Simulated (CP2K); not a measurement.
2-methoxyimidazole has these distinct C atoms: C1 (bonded to O and 3 H), C3 (bonded to 2 N and O), C5 (bonded to C, N and H) and C6 (bonded to C, N and H).

```xyz
13

C     2.3441    0.2834   -0.0171
O     1.2902   -0.4749   -0.6550
C     0.0525   -0.1852   -0.1951
N    -0.2882    0.6647    0.7511
C    -1.6756    0.5635    0.8249
C    -2.1516   -0.3488   -0.0828
N    -1.0208   -0.8298   -0.7429
H     2.3623    0.0803    1.0618
H     3.2697   -0.0543   -0.4929
H     2.1920    1.3591   -0.1760
H    -2.2411    1.1587    1.5337
H    -3.1474   -0.6999   -0.3229
H    -0.9860   -1.5169   -1.4867
```

Their partial C K spectra (CP2K XAS_TDP, all-electron GAPW, PBEh(45%), aug-cc-pVDZ, TDA, GW2X-corrected core level, no relativity) are given in random order, each times the number of alike atoms.

Gaussian full width 0.5 eV, oscillator strength per eV, alike atoms added, rows of zeros left out:

```
E (eV)  curve 1  curve 2  curve 3  curve 4
287.75    0.000    0.000    0.000    0.003
288.00    0.000    0.002    0.000    0.035
288.25    0.000    0.024    0.000    0.095
288.50    0.000    0.084    0.000    0.064
288.75    0.000    0.073    0.000    0.011
289.00    0.000    0.016    0.000    0.000
289.25    0.000    0.001    0.000    0.000
289.50    0.001    0.000    0.000    0.000
289.75    0.018    0.001    0.000    0.000
290.00    0.093    0.006    0.000    0.002
290.25    0.121    0.018    0.000    0.010
290.50    0.040    0.014    0.000    0.012
290.75    0.003    0.004    0.000    0.008
291.00    0.000    0.006    0.004    0.007
291.25    0.000    0.007    0.035    0.008
291.50    0.000    0.004    0.078    0.008
291.75    0.000    0.006    0.045    0.008
292.00    0.000    0.009    0.008    0.005
292.25    0.000    0.014    0.003    0.007
292.50    0.001    0.029    0.024    0.013
292.75    0.002    0.032    0.077    0.014
293.00    0.004    0.015    0.071    0.020
293.25    0.013    0.012    0.021    0.020
293.50    0.020    0.020    0.004    0.022
293.75    0.012    0.016    0.005    0.018
294.00    0.006    0.011    0.012    0.017
294.25    0.006    0.021    0.027    0.020
294.50    0.003    0.028    0.034    0.014
294.75    0.002    0.015    0.035    0.008
295.00    0.009    0.005    0.037    0.007
295.25    0.027    0.006    0.044    0.013
295.50    0.047    0.005    0.032    0.025
295.75    0.053    0.003    0.012    0.022
```

Q: Which curve belongs to which atom?

Curve 1: C3 (bonded to 2 N and O), leading line at 290.17 eV (f = 0.069 an atom), ionisation energy 294.49 eV, term value 4.32 eV. Curve 2: C6 (bonded to C, N and H), leading line at 288.60 eV (f = 0.050 an atom), ionisation energy 292.39 eV, term value 3.79 eV. Curve 3: C1 (bonded to O and 3 H), leading line at 291.52 eV (f = 0.042 an atom), ionisation energy 294.00 eV, term value 2.48 eV. Curve 4: C5 (bonded to C, N and H), leading line at 288.31 eV (f = 0.052 an atom), ionisation energy 292.01 eV, term value 3.70 eV. The leading line of an atom is its first one with 35 % of the strongest within 2.5 eV of its lowest line over the strength cut. A line lies at the core ionisation energy, which rises as an atom loses charge to its neighbours or to a π system, less the term value, which is large for a low π* or σ* orbital with weight on that atom.

[Banner, clock and machine lines of the logs are left out without a mark of their own.]

[Logs are printed without paths, hosts, clocks, repeated set-up lines and the standing remarks that a program may print on its own settings, such as how far it seeks lower states.]

[Hosts, paths, dates, database ids (printed as entryN), source tags and the programs' standing remarks are cut or masked in the printed files.]
